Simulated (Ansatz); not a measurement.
# N on Nb(110): change of the work function, part 2 of 4

Wanted: Δφ(θ) for N/Nb(110), starting from the hollow site.

Ansatz 0.2.0; plane-wave DFT, PBE, Ansatz PAW.

So far, work function, upper face (eV): step 2 (the clean slab) 4.49.

### 3. Adsorbate added, k-mesh 4×4×1, coverage 0.111 ML

System of this step: Nb36N (N/Nb(110)). The cell holds 37 atoms: 36 Nb and 1 N. Cell: a = 8.574 Å, b = 8.574 Å, c = 26.774 Å, α = 90.0°, β = 90.0°, γ = 70.5°. Vacuum lies along c.

The clean slab as it ended is repeated in the plane and the adsorbate is set on one face; the cell's size fixes the coverage, and the k-mesh shrinks with it to keep the sampling density about even. Adsorbate and upper layers relax, since the dipole depends on the height.

The input, input.yaml:

```yaml
crystal:
  lattice:
    - [7.0003571337, -4.95, 0.0]
    - [7.0003571337, 4.95, 0.0]
    - [0.0, 0.0, 26.7744808207]
  atoms:
    - { symbol: Nb, position: [0.0, 0.0, 0.3361409717] }
    - { symbol: Nb, position: [0.1666666667, 0.1666666667, 0.4232930773] }
    - { symbol: Nb, position: [0.0, 0.0, 0.5115348261] }
    - { symbol: Nb, position: [0.1666666667, 0.1666666667, 0.5955904945] }
    - { symbol: Nb, position: [0.0, 0.3333333333, 0.3361409717] }
    - { symbol: Nb, position: [0.1666666667, 0.5, 0.4232930773] }
    - { symbol: Nb, position: [0.0, 0.3333333333, 0.5115348261] }
    - { symbol: Nb, position: [0.1666666667, 0.5, 0.5955904945] }
    - { symbol: Nb, position: [0.0, 0.6666666667, 0.3361409717] }
    - { symbol: Nb, position: [0.1666666667, 0.8333333333, 0.4232930773] }
    - { symbol: Nb, position: [0.0, 0.6666666667, 0.5115348261] }
    - { symbol: Nb, position: [0.1666666667, 0.8333333333, 0.5955904945] }
    - { symbol: Nb, position: [0.3333333333, 0.0, 0.3361409717] }
    - { symbol: Nb, position: [0.5, 0.1666666667, 0.4232930773] }
    - { symbol: Nb, position: [0.3333333333, 0.0, 0.5115348261] }
    - { symbol: Nb, position: [0.5, 0.1666666667, 0.5955904945] }
    - { symbol: Nb, position: [0.3333333333, 0.3333333333, 0.3361409717] }
    - { symbol: Nb, position: [0.5, 0.5, 0.4232930773] }
    - { symbol: Nb, position: [0.3333333333, 0.3333333333, 0.5115348261] }
    - { symbol: Nb, position: [0.5, 0.5, 0.5955904945] }
    - { symbol: Nb, position: [0.3333333333, 0.6666666667, 0.3361409717] }
    - { symbol: Nb, position: [0.5, 0.8333333333, 0.4232930773] }
    - { symbol: Nb, position: [0.3333333333, 0.6666666667, 0.5115348261] }
    - { symbol: Nb, position: [0.5, 0.8333333333, 0.5955904945] }
    - { symbol: Nb, position: [0.6666666667, 0.0, 0.3361409717] }
    - { symbol: Nb, position: [0.8333333333, 0.1666666667, 0.4232930773] }
    - { symbol: Nb, position: [0.6666666667, 0.0, 0.5115348261] }
    - { symbol: Nb, position: [0.8333333333, 0.1666666667, 0.5955904945] }
    - { symbol: Nb, position: [0.6666666667, 0.3333333333, 0.3361409717] }
    - { symbol: Nb, position: [0.8333333333, 0.5, 0.4232930773] }
    - { symbol: Nb, position: [0.6666666667, 0.3333333333, 0.5115348261] }
    - { symbol: Nb, position: [0.8333333333, 0.5, 0.5955904945] }
    - { symbol: Nb, position: [0.6666666667, 0.6666666667, 0.3361409717] }
    - { symbol: Nb, position: [0.8333333333, 0.8333333333, 0.4232930773] }
    - { symbol: Nb, position: [0.6666666667, 0.6666666667, 0.5115348261] }
    - { symbol: Nb, position: [0.8333333333, 0.8333333333, 0.5955904945] }
    - { symbol: "N", position: [0.28, 0.28, 0.6638590283] }
kpoints:
  mp_grid: { grid: [4, 4, 1] }
hamiltonian:
  xc: pbe
scf:
  occupations: { method: fermi_dirac, width: 0.1 }
  convergence: { dr2_threshold: 1.0e-08 }
efield:
  axis: 3
  dipole_correction: true
  ramp_position: 0.97
  ramp_width: 0.06
relax:
  f_tol: 0.02
  max_steps: 60
  constraints:
    - { sites: [0, 1, 4, 5, 8, 9, 12, 13, 16, 17, 20, 21, 24, 25, 28, 29, 32, 33] }
output:
  write_potential: true
  write_density: true
  volumetric_format: npy
```

The run is started by

```sh
$ ansatz run input.yaml --threads 4 --pin off --max-ram 16384MiB --backend cpu --events-out ev --progress --plain --runs-dir out
```

Numbers of over 12 decimals in the logs are rounded to 6 here.

Output:

```text
[...]
Crystal: 37 atoms, lattice volume = 1855.566 Å³
Basis set: ecut = 420 eV, 36327 PW (Γ), exchange–correlation on 120×120×360 points (8 copies of the dense FFT grid, shifted against one another)
Bands: 284, of which v1, the nominal top of the filled ones, is band 237 counted from 1 (236 counted from 0)
Symmetry: 2 space group operations
[...]
k-points: 7 of 16 (time reversal used)
[...]
SCF iter   1: F=—  HF=-164248.807989 eV  |F-HF|=—  |Δ(HF+E_count)|=         —  Δρ=9.37e-3  dr2=2.84e1  ethr=1.77e-3  p=-0.200 e·Å  D=-1.95e-2 V/Å  ΔV_dip=0.52 eV  dr2_dipole=7.54e-2  V_vac-E_F(+/−)=5.40/4.88 eV  ⟨swp⟩=11.7  Hψ=9861  notcnv=0
[...]
SCF iter   9: F=-164247.910492 eV  HF=-164247.910492 eV  |F-HF|=1.94e-8  |Δ(HF+E_count)|=   1.14e-7  Δρ=4.54e-7  dr2=6.61e-9  ethr=2.11e-12  p=-0.215 e·Å  D=-2.10e-2 V/Å  ΔV_dip=0.56 eV  dr2_dipole=3.68e-11  V_vac-E_F(+/−)=5.09/4.53 eV  ⟨swp⟩=11.0  Hψ=14736  notcnv=0
SCF 1 converged in 9 iterations: F = -164247.910492 eV  dr2 = 6.61e-9
[...]
relax step   1: F+E_penalty+E_count = -164247.91049188 eV  Δ(F+E_penalty+E_count) = +0.000e0 eV  max|allowed force component| = 5.138e0 eV/Å  Δτ_max = 0.0000 Å  (9 SCF iters, accepted)
[...]
SCF iter   9: F=-164249.388516 eV  HF=-164249.388516 eV  |F-HF|=1.75e-8  |Δ(HF+E_count)|=   1.19e-7  Δρ=3.51e-7  dr2=3.73e-9  ethr=2.11e-12  p=-0.139 e·Å  D=-1.36e-2 V/Å  ΔV_dip=0.36 eV  dr2_dipole=9.72e-11  V_vac-E_F(+/−)=4.89/4.53 eV  ⟨swp⟩=11.0  Hψ=14365  notcnv=0
SCF 2 converged in 9 iterations: F = -164249.388516 eV  dr2 = 3.73e-9
relax step   2: F+E_penalty+E_count = -164249.38851612 eV  Δ(F+E_penalty+E_count) = -1.478e0 eV  max|allowed force component| = 4.595e0 eV/Å  Δτ_max = 0.1949 Å  (9 SCF iters, accepted)
SCF iter   1: F=—  HF=-164250.507239 eV  |F-HF|=—  |Δ(HF+E_count)|=         —  Δρ=4.74e-3  dr2=5.63e-1  ethr=1.73e-3  p=-0.139 e·Å  D=-1.36e-2 V/Å  ΔV_dip=0.36 eV  dr2_dipole=3.31e-2  V_vac-E_F(+/−)=4.88/4.52 eV  ⟨swp⟩=5.4  Hψ=4225  notcnv=0
[...]
SCF iter   9: F=-164250.393953 eV  HF=-164250.393953 eV  |F-HF|=2.12e-8  |Δ(HF+E_count)|=   7.88e-8  Δρ=3.70e-7  dr2=5.66e-9  ethr=2.11e-12  p=-0.055 e·Å  D=-5.32e-3 V/Å  ΔV_dip=0.14 eV  dr2_dipole=3.44e-10  V_vac-E_F(+/−)=4.67/4.52 eV  ⟨swp⟩=10.9  Hψ=14261  notcnv=0
SCF 3 converged in 9 iterations: F = -164250.393953 eV  dr2 = 5.66e-9
[...]
relax step   3: F+E_penalty+E_count = -164250.39395318 eV  Δ(F+E_penalty+E_count) = -1.005e0 eV  max|allowed force component| = 2.497e0 eV/Å  Δτ_max = 0.1950 Å  (9 SCF iters, accepted)
[...]
relax step   4: F+E_penalty+E_count = -164250.81082143 eV  Δ(F+E_penalty+E_count) = -4.169e-1 eV  max|allowed force component| = 9.776e-1 eV/Å  Δτ_max = 0.1948 Å  (9 SCF iters, accepted)
[...]
relax step   5: F+E_penalty+E_count = -164250.96374376 eV  Δ(F+E_penalty+E_count) = -1.529e-1 eV  max|allowed force component| = 2.236e-1 eV/Å  Δτ_max = 0.1950 Å  (9 SCF iters, accepted)
[...]
relax step   6: F+E_penalty+E_count = -164250.90076620 eV  Δ(F+E_penalty+E_count) = +6.298e-2 eV  max|allowed force component| = 3.812e-1 eV/Å  Δτ_max = 0.1463 Å  (10 SCF iters, rejected (line search))
[...]
relax step   7: F+E_penalty+E_count = -164250.98731555 eV  Δ(F+E_penalty+E_count) = -2.357e-2 eV  max|allowed force component| = 7.577e-2 eV/Å  Δτ_max = 0.0420 Å  (9 SCF iters, accepted)
[...]
relax step   8: F+E_penalty+E_count = -164250.98820441 eV  Δ(F+E_penalty+E_count) = -8.889e-4 eV  max|allowed force component| = 6.276e-2 eV/Å  Δτ_max = 0.0315 Å  (8 SCF iters, accepted)
[...]
relax step   9: F+E_penalty+E_count = -164250.98914761 eV  Δ(F+E_penalty+E_count) = -9.432e-4 eV  max|allowed force component| = 3.395e-2 eV/Å  Δτ_max = 0.0220 Å  (8 SCF iters, accepted)
SCF iter   1: F=—  HF=-164250.990767 eV  |F-HF|=—  |Δ(HF+E_count)|=         —  Δρ=2.66e-4  dr2=4.47e-3  ethr=1.65e-5  p=0.012 e·Å  D=1.19e-3 V/Å  ΔV_dip=-0.03 eV  dr2_dipole=2.01e-4  V_vac-E_F(+/−)=4.49/4.52 eV  ⟨swp⟩=2.0  Hψ=2815  notcnv=0
[...]
SCF iter   7: F=-164250.989504 eV  HF=-164250.989504 eV  |F-HF|=6.96e-9  |Δ(HF+E_count)|=   4.14e-8  Δρ=3.03e-7  dr2=3.56e-9  ethr=2.11e-12  p=0.012 e·Å  D=1.21e-3 V/Å  ΔV_dip=-0.03 eV  dr2_dipole=7.50e-11  V_vac-E_F(+/−)=4.49/4.52 eV  ⟨swp⟩=9.9  Hψ=13910  notcnv=0
SCF 10 converged in 7 iterations: F = -164250.989504 eV  dr2 = 3.56e-9
relax step  10: F+E_penalty+E_count = -164250.98950391 eV  Δ(F+E_penalty+E_count) = -3.563e-4 eV  max|allowed force component| = 1.154e-2 eV/Å  Δτ_max = 0.0103 Å  (7 SCF iters, accepted)
NSCF: frozen V_eff on 7 k-points
the band table was solved once a step of the walk had ended and its energy, with any forces and stress, was formed, with the checks that follow a solve (7149 applications of the Hamiltonian). They found nothing against the state; the energy, forces and stress were not computed again (output.eigenvalues in the input reference)
SCF converged after 7 iterations
Free energy (F): -164250.989504 eV
[...]
Internal energy: -164249.440771 eV  (E = F + TS)
E sigma→0 (E₀):  -164250.215137 eV
Entropy (-TS):   -1.548733 eV (-41.858 meV/atom)
Fermi energy:    3.493734 eV
Dipole field:    D = 0.001209 V/Å  (p = 0.012396 e·Å, saw-weighted, corrected)
Work function:   Φ+ = 4.4904 eV   Φ− = 4.5227 eV
[...]
--- Forces (eV/Å), atoms counted from 1 ---
  atom   1  Nb     0.04702793     0.00000000     0.30838287
  atom   2  Nb    -0.00078288     0.00000000    -0.21215524
  atom   3  Nb     0.00057589     0.00000000     0.00035914
  atom   4  Nb     0.00005501     0.00000000     0.01154383
  atom   5  Nb    -0.01390367     0.02549855     0.32600889
  atom   6  Nb    -0.00948225    -0.02297590    -0.30035052
  atom   7  Nb     0.00198279     0.00180367     0.00119492
  atom   8  Nb    -0.00085943    -0.00179381    -0.00116131
  atom   9  Nb    -0.00992011     0.01203916     0.32775784
  atom  10  Nb    -0.00365030    -0.05862218    -0.28126619
  atom  11  Nb     0.00144565     0.00114429    -0.00123057
  atom  12  Nb    -0.00332246     0.00124562     0.00062275
  atom  13  Nb    -0.01390367    -0.02549855     0.32600889
  atom  14  Nb    -0.00948225     0.02297590    -0.30035052
  atom  15  Nb     0.00198279    -0.00180367     0.00119492
  atom  16  Nb    -0.00085943     0.00179381    -0.00116131
  atom  17  Nb     0.00634157     0.00000000     0.35040693
  atom  18  Nb    -0.00387728     0.00000000    -0.38423246
  atom  19  Nb    -0.00030601     0.00000000     0.00139968
  atom  20  Nb    -0.00121595     0.00000000    -0.00089708
  atom  21  Nb    -0.00538515     0.01538943     0.33270035
  atom  22  Nb     0.02114602     0.06496219    -0.36811972
  atom  23  Nb    -0.00050287    -0.00018271    -0.00119338
  atom  24  Nb    -0.00052669    -0.00068815    -0.00292478
  atom  25  Nb    -0.00992011    -0.01203916     0.32775784
  atom  26  Nb    -0.00365030     0.05862218    -0.28126619
  atom  27  Nb     0.00144565    -0.00114429    -0.00123057
  atom  28  Nb    -0.00332246    -0.00124562     0.00062275
  atom  29  Nb    -0.00538515    -0.01538943     0.33270035
  atom  30  Nb     0.02114602    -0.06496219    -0.36811972
  atom  31  Nb    -0.00050287     0.00018271    -0.00119338
  atom  32  Nb    -0.00052669     0.00068815    -0.00292478
  atom  33  Nb    -0.00535576     0.00000000     0.31457316
  atom  34  Nb    -0.00094736     0.00000000    -0.45584861
  atom  35  Nb     0.00141286     0.00000000     0.00049871
  atom  36  Nb    -0.00397492     0.00000000     0.00105447
  atom  37  N      0.00700377     0.00000000     0.00084874
  max |Σ_I F_I| component: 1.07e-5 eV/Å
--- Band table (eV; the first three rows and the last of 7) ---
  k-point 0: bands = [... 233 lower, 3.5358, 3.6643, 3.6887, 3.7000, 3.7890, 3.7983, 3.8136, 3.8146, ... 43 higher]
  k-point 1: bands = [... 233 lower, 3.4287, 3.4572, 3.5114, 3.5443, 3.5980, 3.6214, 3.7091, 3.7427, ... 43 higher]
  k-point 2: bands = [... 233 lower, 3.3350, 3.3679, 3.4138, 3.4565, 3.5100, 3.5285, 3.5896, 3.6689, ... 43 higher]
  k-point 6: bands = [... 233 lower, 3.2646, 3.3000, 3.3387, 3.3934, 3.4295, 3.4434, 3.4758, 3.4897, ... 43 higher]
--- Relaxed structure (10 steps of the walk, 9 accepted, 0 SCFs on fresh bases) ---
  F+E_penalty+E_count = -164250.98950391 eV   max|allowed force component| = 1.154e-2 eV/Å
  atoms:
    - { symbol: Nb, position: [0.0, 0.0, 0.336141] }
    - { symbol: Nb, position: [0.166667, 0.166667, 0.423293] }
    - { symbol: Nb, position: [-0.000740315, -0.000740315, 0.511705] }
    - { symbol: Nb, position: [0.150330, 0.150330, 0.601211] }
    - { symbol: Nb, position: [2.7755575615628914e-17, 0.333333, 0.336141] }
    - { symbol: Nb, position: [0.166667, 0.5, 0.423293] }
    - { symbol: Nb, position: [-0.000114206, 0.331038, 0.512668] }
    - { symbol: Nb, position: [0.169843, 0.492132, 0.598011] }
    - { symbol: Nb, position: [5.551115123125783e-17, 0.666667, 0.336141] }
    - { symbol: Nb, position: [0.166667, 0.833333, 0.423293] }
    - { symbol: Nb, position: [-0.00176405, 0.668138, 0.510653] }
    - { symbol: Nb, position: [0.162620, 0.825886, 0.597165] }
    - { symbol: Nb, position: [0.333333, 2.7755575615628914e-17, 0.336141] }
    - { symbol: Nb, position: [0.5, 0.166667, 0.423293] }
    - { symbol: Nb, position: [0.331038, -0.000114206, 0.512668] }
    - { symbol: Nb, position: [0.492132, 0.169843, 0.598011] }
    - { symbol: Nb, position: [0.333333, 0.333333, 0.336141] }
    - { symbol: Nb, position: [0.5, 0.5, 0.423293] }
    - { symbol: Nb, position: [0.332886, 0.332886, 0.510910] }
    - { symbol: Nb, position: [0.508443, 0.508443, 0.595156] }
    - { symbol: Nb, position: [0.333333, 0.6666666667, 0.336141] }
    - { symbol: Nb, position: [0.5, 0.833333, 0.423293] }
    - { symbol: Nb, position: [0.333226, 0.665724, 0.511748] }
    - { symbol: Nb, position: [0.500608, 0.832128, 0.594419] }
    - { symbol: Nb, position: [0.666667, 5.551115123125783e-17, 0.336141] }
    - { symbol: Nb, position: [0.833333, 0.166667, 0.423293] }
    - { symbol: Nb, position: [0.668138, -0.00176405, 0.510653] }
    - { symbol: Nb, position: [0.825886, 0.162620, 0.597165] }
    - { symbol: Nb, position: [0.6666666667, 0.333333, 0.336141] }
    - { symbol: Nb, position: [0.833333, 0.5, 0.423293] }
    - { symbol: Nb, position: [0.665724, 0.333226, 0.511748] }
    - { symbol: Nb, position: [0.832128, 0.500608, 0.594419] }
    - { symbol: Nb, position: [0.666667, 0.666667, 0.336141] }
    - { symbol: Nb, position: [0.8333333333, 0.8333333333, 0.423293] }
    - { symbol: Nb, position: [0.666873, 0.666873, 0.510377] }
    - { symbol: Nb, position: [0.832608, 0.832608, 0.595130] }
    - { symbol: N, position: [0.281914, 0.281914, 0.634640] }
```

It took 25 min on 4 threads of Arm Neoverse V1, shared host; peak memory 9.4 GiB; 1.7 h of CPU time.

This run has no spin polarisation although its electron count is odd.

Relaxation path:

| step | energy less that of the first step (eV) | largest force component (eV/Å) |
| --- | --- | --- |
| 1 | 0.0000 | 5.1378 |
| 2 | -1.4780 | 4.5950 |
| 3 | -2.4835 | 2.4971 |
| 4 | -2.9003 | 0.9776 |
| 5 | -3.0533 | 0.2236 |
| 6 | -2.9903 | 0.3812 |
| 7 | -3.0768 | 0.0758 |
| 8 | -3.0777 | 0.0628 |
| 9 | -3.0787 | 0.0339 |
| 10 | -3.0790 | 0.0115 |

Relaxation step 6 was tried and not accepted.

Forces are held to the 2 operations that the run works with; a distortion that breaks them can't arise in this run.

The atoms that moved most (Å):

| atom | dx | dy | dz | length |
| --- | --- | --- | --- | --- |
| N37 | 0.027 | 0.000 | -0.782 | 0.783 |
| Nb4 | -0.229 | 0.000 | 0.150 | 0.274 |
| Nb20 | 0.118 | 0.000 | -0.012 | 0.119 |
| Nb28 | -0.080 | 0.017 | 0.042 | 0.092 |
| Nb12 | -0.080 | -0.017 | 0.042 | 0.092 |
| Nb8 | -0.033 | -0.055 | 0.065 | 0.091 |
| Nb16 | -0.033 | 0.055 | 0.065 | 0.091 |
| Nb7 | -0.017 | -0.011 | 0.030 | 0.036 |

Final coordinates:

```cif
data_structure
_symmetry_space_group_name_H-M 'P 1'
_symmetry_Int_Tables_number 1
_cell_length_a 8.5737
_cell_length_b 8.5737
_cell_length_c 26.7745
_cell_angle_alpha 90.000
_cell_angle_beta 90.000
_cell_angle_gamma 70.529
_cell_volume 1855.57
loop_
_atom_site_label
_atom_site_type_symbol
_atom_site_fract_x
_atom_site_fract_y
_atom_site_fract_z
_atom_site_occupancy
Nb1 Nb 0.00000 0.00000 0.33614 1
Nb2 Nb 0.16667 0.16667 0.42329 1
Nb3 Nb 0.99926 0.99926 0.51170 1
Nb4 Nb 0.15033 0.15033 0.60121 1
Nb5 Nb 0.00000 0.33333 0.33614 1
Nb6 Nb 0.16667 0.50000 0.42329 1
Nb7 Nb 0.99989 0.33104 0.51267 1
Nb8 Nb 0.16984 0.49213 0.59801 1
Nb9 Nb 0.00000 0.66667 0.33614 1
Nb10 Nb 0.16667 0.83333 0.42329 1
Nb11 Nb 0.99824 0.66814 0.51065 1
Nb12 Nb 0.16262 0.82589 0.59716 1
Nb13 Nb 0.33333 0.00000 0.33614 1
Nb14 Nb 0.50000 0.16667 0.42329 1
Nb15 Nb 0.33104 0.99989 0.51267 1
Nb16 Nb 0.49213 0.16984 0.59801 1
Nb17 Nb 0.33333 0.33333 0.33614 1
Nb18 Nb 0.50000 0.50000 0.42329 1
Nb19 Nb 0.33289 0.33289 0.51091 1
Nb20 Nb 0.50844 0.50844 0.59516 1
Nb21 Nb 0.33333 0.66667 0.33614 1
Nb22 Nb 0.50000 0.83333 0.42329 1
Nb23 Nb 0.33323 0.66572 0.51175 1
Nb24 Nb 0.50061 0.83213 0.59442 1
Nb25 Nb 0.66667 0.00000 0.33614 1
Nb26 Nb 0.83333 0.16667 0.42329 1
Nb27 Nb 0.66814 0.99824 0.51065 1
Nb28 Nb 0.82589 0.16262 0.59716 1
Nb29 Nb 0.66667 0.33333 0.33614 1
Nb30 Nb 0.83333 0.50000 0.42329 1
Nb31 Nb 0.66572 0.33323 0.51175 1
Nb32 Nb 0.83213 0.50061 0.59442 1
Nb33 Nb 0.66667 0.66667 0.33614 1
Nb34 Nb 0.83333 0.83333 0.42329 1
Nb35 Nb 0.66687 0.66687 0.51038 1
Nb36 Nb 0.83261 0.83261 0.59513 1
N37 N 0.28191 0.28191 0.63464 1
```

Numbers from this step:

- energy at zero smearing: -164250.2151 eV
- work function, upper face: 4.490 eV
- work function, lower face: 4.523 eV
- dipole along the normal: 0.01240 e·Å
- step between the vacuum levels: -0.03236 eV

Running mean over 2.333 Å of the planar mean; the ramp of the sawtooth is left out. Table of electron's electrostatic potential energy less the Fermi level by z:

| z (Å) | electron's electrostatic potential energy less the Fermi level (eV) |
| --- | --- |
| 3.5 | 4.52 |
| 4.0 | 4.52 |
| 4.5 | 4.52 |
| 5.0 | 4.50 |
| 5.5 | 4.46 |
| 6.0 | 4.33 |
| 6.5 | 3.94 |
| 7.0 | 2.80 |
| 7.5 | -0.554 |
| 8.0 | -5.88 |
| 8.5 | -9.88 |
| 9.0 | -11.0 |
| 9.5 | -11.1 |
| 10.0 | -11.0 |
| 10.5 | -10.9 |
| 11.0 | -10.9 |
| 11.5 | -10.9 |
| 12.0 | -10.8 |
| 12.5 | -10.7 |
| 13.0 | -10.8 |
| 13.5 | -10.9 |
| 14.0 | -11.1 |
| 14.5 | -11.4 |
| 15.0 | -11.5 |
| 15.5 | -11.4 |
| 16.0 | -11.4 |
| 16.5 | -10.2 |
| 17.0 | -6.05 |
| 17.5 | -0.750 |
| 18.0 | 2.59 |
| 18.5 | 3.88 |
| 19.0 | 4.32 |
| 19.5 | 4.44 |
| 20.0 | 4.48 |
| 20.5 | 4.49 |
| 21.0 | 4.49 |
| 21.5 | 4.49 |
| 22.0 | 4.49 |
| 22.5 | 4.49 |
| 23.0 | 4.49 |
| 23.5 | 4.49 |

The relaxation took 10 steps and lowered the energy by 3.1 eV; the largest force on the free atoms ends at 0.012 eV/Å.

The covered face has 4.49 eV, -0.00 eV against the clean one; the bare back face has moved by -0.01 eV, a measure of how thin the slab is.

(Part 2 of 4 ends here.)

[Logs are printed without paths, hosts, clocks, repeated set-up lines and the standing remarks that a program may print on its own settings, such as how far it seeks lower states.]

[Hosts, paths, dates, database ids (printed as entryN), source tags and the programs' standing remarks are cut or masked in the printed files.]

[Maps of the electrostatic potential energy from Ansatz leave out the sawtooth potential of an applied field or a dipole correction, so their vacuum need not be flat; planar profiles and work functions include it.]
